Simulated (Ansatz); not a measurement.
**Sensitivity of the G0W0 gap of LiF (Griceite)**

Aim: change settings of a G0W0 run on LiF (Griceite) and see what moves.

Method: G0W0 on PBE, plane waves, PAW; PAW set soft_1, in Ansatz 0.2.0.

## Step 1: The structure

The structure is cubic, space group Fm-3m (No. 225). The conventional cell has a = 4.028 Å, b = 4.028 Å, c = 4.028 Å, α = 90.00°, β = 90.00°, γ = 90.00°. Li has 6 F at 2.01 Å nearest. Nearest to F lie 6 Li at 2.01 Å. Farther neighbours and most contacts between anions are not listed.

The cell and positions come from the Crystallography Open Database and are kept as given unless a step says otherwise.

## Step 2: The base run: 6×6×6 mesh, 48 empty bands, screening to 120 eV, PAW set soft_1 files

G0W0 replaces the xc potential by the self-energy, built once from these orbitals. Only a window of levels is corrected, while the sums run over the empty bands that the input names. This step takes PAW set soft_1 files.

input.yaml reads:

```yaml
crystal:
  lattice:
    - [0.0, 2.014, 2.014]
    - [2.014, 0.0, 2.014]
    - [2.014, 2.014, 0.0]
  atoms:
    - { symbol: Li, position: [0.0, 0.0, 0.0] }
    - { symbol: F, position: [0.5, 0.5, 0.5] }
kpoints:
  mp_grid: { grid: [6, 6, 6] }
hamiltonian:
  xc: pbe
  pseudopotentials: { kind: paw, azcp: { folder: soft_1 } }
scf:
  occupations: { method: fixed }
gw:
  n_empty_bands: 48
  ecut_chi: 120
  qp_bands: [v2, c2]
  qp_kpoints: band_edges
  screening: { model: contour_deformation }
```

On the command line:

```console
$ ansatz run input.yaml --threads 3 --pin off --max-ram 92160MiB --backend cuda --events-out ev --progress --plain --runs-dir out --devices 1 --max-vram 13GiB
```

Numbers of over 12 decimals in the logs are rounded to 6 here.

The program printed:

```text
GPUs: using 1 of 1 available (devices: 1).
Engine: ansatz 0.2.0, x86_64-unknown-linux-gnu
Pseudopotentials: kind: paw
Pseudopotential: Li, paw, valence charge 3, recommended cutoff 420 eV (normal), soft_1/Li.paw.azcp
Pseudopotential: F, paw, valence charge 7, recommended cutoff 420 eV (normal), soft_1/F.paw.azcp
Functional definition: PBE
  parameter kappa = 0.804
  parameter beta = 0.066725
  exchange = pbe_x(kappa = kappa, mu = beta*pi^2/3)
  correlation = pbe_c(beta = beta)
device memory: the entry about to start is reckoned to put 0.4 GiB on a device that reports 41.2 GiB free (of which the cap on the GPU budget leaves the run 13.0 GiB)
GPU FFT provider: cuFFT
GPU libraries: cuBLAS 13.8.2, cuFFT 12.4.0, cuSOLVER 12.3.4
Crystal: 2 atoms, lattice volume = 16.338 Å³
Basis set: ecut = 420 eV, 331 PW (Γ)
Bands: 9, of which v1, the nominal top of the filled ones, is band 5 counted from 1 (4 counted from 0)
Symmetry: 48 space group operations
Space group: Fm-3m (ITA 225), of the structure as read, at distance tolerance 2.5e-5 Å
k-points: 16 of 216
Non-local potential: Li, projectors of the file, l = 0: 3, l = 1: 2, l = 2: 1
Non-local potential: F, projectors of the file, l = 0: 2, l = 1: 2, l = 2: 1
PAW form: soft (Blöchl's): semilocal exchange-correlation on the pseudo side does not see the compensation charge
PAW one-centre angular grid: Li, 110 points (default); XC on 96 Gauss nodes
PAW one-centre angular grid: F, 110 points (default); XC on 64 Gauss nodes
Initial density: superposition of atomic densities (chi_scale 0.1, normalization cell, long waves kept (reshape's long-wave potential 0.00 eV rms))
Initial wavefunctions: pseudopotential atomic-orbital guess
GPU buffer pool allocated for 8000 grid points (all kernels)
GPU transforms: local potential and band sums: pruned to the plane-wave sphere, on 18×20×20
Functional: x = pbe(κ = 0.804, μ = 0.219515), c = pbe(β = 0.066725)
SCF iter   1: F=—  HF=-1016.037709 eV  |F-HF|=—  |Δ(HF+E_count)|=         —  Δρ=5.95e-2  dr2=3.05e-1  ethr=3.10e-3  ⟨swp⟩=4.0  Hψ=808  notcnv=0  defer=28
preconditioner: auto → none  [insulator: Δε(μ)=8.255 eV  Ē_g=21.877 eV  n_scr=0 (ndim 8)  ℏωp=26.0 eV  f_vac=0.000  ε∞_Penn≈2.4]
SCF iter   2: F=—  HF=-1016.139370 eV  |F-HF|=—  |Δ(HF+E_count)|=   1.02e-1  Δρ=3.22e-2  dr2=8.42e-2  ethr=3.05e-3  ⟨swp⟩=2.0  Hψ=310  notcnv=0  defer=26
SCF iter   3: F=—  HF=-1016.174663 eV  |F-HF|=—  |Δ(HF+E_count)|=   3.53e-2  Δρ=1.64e-2  dr2=2.14e-2  ethr=8.42e-4  ⟨swp⟩=2.0  Hψ=237  notcnv=0  defer=29
SCF iter   4: F=—  HF=-1016.173159 eV  |F-HF|=—  |Δ(HF+E_count)|=   1.50e-3  Δρ=1.38e-3  dr2=1.27e-4  ethr=2.14e-4  ⟨swp⟩=2.7  Hψ=223  notcnv=0  defer=30
[...]
E_xc         = -87.225017
  E_vxc        = -111.958752  (∫ρ·V_xc dr)
  E_paw        = -229.340667  (= ΣΔE_a)
  E_vpaw       = -90.754129  (= ΣTr[D̂ρ^β])
  E_aug_tail   = 0.001026  (compensation charges beyond the density's cutoff)
  E_ewald      = -557.129686
  E_smearing   = -0.000000  (= −TS)
  E_closure    = 0.000000  (closes the sum)
  Σ components = -1016.173327   (vs F -1016.173327, Δ=0.00e0)
--- Band table (eV; the first three rows and the last of 16) ---
  k-point 0: bands = ["-39.9285", "-19.0021", "0.9617", "0.9617", "0.9617", "10.0566", "24.9214", "24.9214", "24.9214"]
  k-point 1: bands = ["-39.9139", "-18.9002", "0.2392", "0.9031", "0.9031", "10.7732", "20.5107", "22.6708", "22.6708"]
  k-point 2: bands = ["-39.8848", "-18.6853", "-0.9974", "0.7912", "0.7912", "11.6631", "18.0490", "20.6268", "20.6268"]
  k-point 15: bands = ["-39.8544", "-18.3269", "-1.5862", "-0.5919", "0.1171", "15.8568", "16.4111", "18.4188", "20.4587"]
--- G₀W₀: contour deformation, 5 samples at zero and on the imaginary axis and 4 off it, 216 q-points, 48 empty bands' worth ---
  eigenvalues of the whole cell's RPA ε∞ on this k-mesh (on a slab, of 1 + 4πα/V) = 1.9772, 1.9772, 1.9772; static W/v taken at q = 0 is 0.505758
  bands read: the sum over 53 bands ends inside a degenerate multiplet in 2 slots, whose members it reads at an even weight; the widest, k=0: bands 53 to 54 (counted from 1) at 1/2 each
  gw.qp_kpoints: band_edges: 12 of 16 stored k-points solved, in 1 pass; an edge of the gap read off the rows below is read off those points alone
    valence top: of the k-points left out ik 13 came nearest to being solved in a further pass, in band 5 (counted from 1, as in the quasiparticle table): it holds the edge there only if its correction is more favourable than any solved in that band by at least 0.515 eV; those differ by 0.211 eV
    conduction bottom: of the k-points left out ik 13 came nearest to being solved in a further pass, in band 6 (counted from 1, as in the quasiparticle table): it holds the edge there only if its correction is more favourable than any solved in that band by at least 3.719 eV; those differ by 0.901 eV
    ik  band        ε_KS         Σx   Σc(E_QP)       V_xc       Z   E_QP_lin       E_QP  E_QP is
     0     4      0.9617   -32.0235     5.2729   -24.2164  0.8191    -1.6212    -1.5725  root
     0     5      0.9617   -32.0235     5.2729   -24.2164  0.8191    -1.6212    -1.5725  root
     0     6     10.0566    -7.5551    -3.3534   -12.4808  0.8883    11.6394    11.6289  root
     0     7     24.9214    -3.0721    -4.5677    -9.9156  0.8552    27.2192    27.1972  root
     1     4      0.9031   -31.9612     5.2778   -24.1339  0.8190    -1.6959    -1.6464  root
     1     5      0.9031   -31.9612     5.2778   -24.1339  0.8190    -1.6959    -1.6464  root
     1     6     10.7732    -7.8378    -3.3371   -12.8677  0.8848    12.4785    12.4659  root
     1     7     20.5107    -3.8717    -4.0330    -9.7158  0.8658    22.3507    22.3218  root
[...]
14     4     -0.6976   -29.3025     5.1929   -21.2520  0.8170    -3.6275    -3.5553  root
    14     5      0.3380   -31.2220     5.2897   -23.2516  0.8180    -2.4004    -2.3426  root
    14     6     14.5213    -6.5906    -3.5402   -12.1188  0.8776    16.5305    16.5094  root
    14     7     16.3508    -7.5207    -3.6745   -13.4076  0.8658    18.5947    18.5632  root
[key lines of the parts left out:]
SCF converged after 6 iterations
Free energy (F): -1016.173327 eV
Fermi energy:    0.961670 eV
```

It took 9.1 s on 1 × NVIDIA H100 80GB HBM3 (shared by 6 runs) with 3 threads of AMD EPYC 7R13 (Zen 3), shared host; peak memory 0.98 GiB; 12 s of CPU time.

Reading the cycles: dr2 is the Hartree energy of the density residual (eV), the measure of convergence; HF is the Harris–Foulkes estimate of the energy, which meets the free energy F at convergence.

Numbers from this step:

```
bands summed                                 : 53
RPA ε∞ on this mesh (eigenvalues)            : 1.977, 1.977, 1.977
plane waves in the screening matrix          : 59
q-points in the mesh                         : 216
G0W0 gap on the mesh                         : 13.20 eV
k of the valence top                         : 0, 0, 0
k of the conduction bottom                   : 0, 0, 0
starting gap on the mesh                     : 9.095 eV
Z at the valence top                         : 0.8191
Z at the conduction bottom                   : 0.8883
least direct G0W0 gap on the computed points : 13.20 eV
```

The gap on the mesh goes from 9.09 eV to 13.20 eV, a correction of +4.11 eV. Between the two edge states, bare exchange in place of the xc potential would open the gap by 12.73 eV, and correlation takes back 8.63 eV.

## Step 3: Variant: coarser q mesh

input.yaml: that of step 2 with these lines changed.

```diff
@@ -16,4 +16,4 @@
 gw:
-  n_empty_bands: 48
-  ecut_chi: 120
+  n_empty_bands: 37
+  ecut_chi: 100
   qp_bands: [v2, c2]
@@ -21 +21,2 @@
   screening: { model: contour_deformation }
+  q_mesh: [3, 3, 3]
```

The program printed:

```text
GPUs: using 1 of 1 available (devices: 1).
[...]
GPU FFT provider: cuFFT
GPU libraries: cuBLAS 13.8.2, cuFFT 12.4.0, cuSOLVER 12.3.4
Crystal: 2 atoms, lattice volume = 16.338 Å³
Basis set: ecut = 420 eV, 331 PW (Γ)
Bands: 9, of which v1, the nominal top of the filled ones, is band 5 counted from 1 (4 counted from 0)
[... 1 set-up line as in the run before ...]
[...]
k-points: 16 of 216
[...]
GPU buffer pool allocated for 8000 grid points (all kernels)
[...]
SCF iter   1: F=—  HF=-1016.037709 eV  |F-HF|=—  |Δ(HF+E_count)|=         —  Δρ=5.95e-2  dr2=3.05e-1  ethr=3.10e-3  ⟨swp⟩=4.0  Hψ=808  notcnv=0  defer=28
[...]
SCF iter   6: F=-1016.173327 eV  HF=-1016.173327 eV  |F-HF|=1.87e-8  |Δ(HF+E_count)|=   2.16e-6  Δρ=1.28e-5  dr2=1.58e-8  ethr=1.00e-9  ⟨swp⟩=3.1  Hψ=640  notcnv=0
SCF 1 converged in 6 iterations: F = -1016.173327 eV  dr2 = 1.58e-8
[...]
NSCF: frozen V_eff on 16 k-points, pencils in batches of 32, up to order 36
[...]
NSCF: frozen V_eff on 16 k-points
G₀W₀ screening: q 1/4
[... further progress lines ...]
[...]
SCF converged after 6 iterations
Free energy (F): -1016.173327 eV
[...]
Internal energy: -1016.173327 eV  (E = F + TS)
E sigma→0 (E₀):  -1016.173327 eV
Fermi energy:    0.961670 eV
[...]
--- Band table (eV; the first three rows and the last of 16) ---
[...]
0     4      0.9617   -32.1532     5.3753   -24.2164  0.8198    -1.6511    -1.5997  root
     0     5      0.9617   -32.1532     5.3753   -24.2164  0.8198    -1.6511    -1.5997  root
     0     6     10.0566    -7.4013    -3.4636   -12.4808  0.8858    11.6847    11.6725  root
     0     7     24.9214    -3.0619    -4.5446    -9.9156  0.8482    27.2337    27.2306  root
     1     4      0.9031   -32.0723     5.3698   -24.1339  0.8198    -1.7174    -1.6656  root
     1     5      0.9031   -32.0723     5.3698   -24.1339  0.8198    -1.7174    -1.6656  root
     1     6     10.7732    -7.7335    -3.4143   -12.8677  0.8830    12.5071    12.4931  root
     1     7     20.5107    -3.8439    -4.0271    -9.7158  0.8660    22.3883    22.3555  root
[...]
14     4     -0.6976   -29.3452     5.2406   -21.2520  0.8183    -3.6226    -3.5502  root
    14     5      0.3380   -31.2753     5.3491   -23.2516  0.8192    -2.3950    -2.3366  root
    14     6     14.5213    -6.5646    -3.5449   -12.1188  0.8768    16.5527    16.5306  root
    14     7     16.3508    -7.5051    -3.6551   -13.4076  0.8657    18.6314    18.5982  root
```

Run time: 6.3 s. Hardware: 1 × NVIDIA H100 80GB HBM3 (shared by 6 runs) with 3 threads; peak memory 0.99 GiB; 5.3 s of CPU time.

Against the base:

```
              setting  base    variant
          empty bands    48         37
screening cutoff (eV)   120        100
               q mesh     -  [3, 3, 3]
```

```
                                    quantity  variant    base
                    starting gap on the mesh    9.095   9.095
                        G0W0 gap on the mesh   13.272  13.201
least direct G0W0 gap on the computed points   13.272  13.201
                        Z at the valence top    0.820   0.819
                  Z at the conduction bottom    0.886   0.888
```

## Step 4: What came out

```
base           : 13.20 eV, 9.1 s
coarser q mesh : 13.27 eV, 6.3 s
```

**Reading.** Coarser q mesh: the gap moves by +0.07 eV; such settings are too crude to quote. The variant differs from the base in empty bands, screening cutoff and q mesh together, so the change can't be laid to one of them. All runs here use a coarse mesh and modest cutoffs; they test settings and are not final values.

[Paths, hosts, dates, memory and timing lines, banners, echoed tables and standing remarks are left out of the program output.]

[Logs are printed without paths, hosts, clocks, repeated set-up lines and the standing remarks that a program may print on its own settings, such as how far it seeks lower states.]

[Runs of the session that timed out or met a known fault of the program may be left out.]

[Cells called generated may have been cut or substituted from an entry of the Crystallography Open Database or the Materials Project.]

[Hosts, paths, dates, database ids (printed as entryN), source tags and the programs' standing remarks are cut or masked in the printed files.]
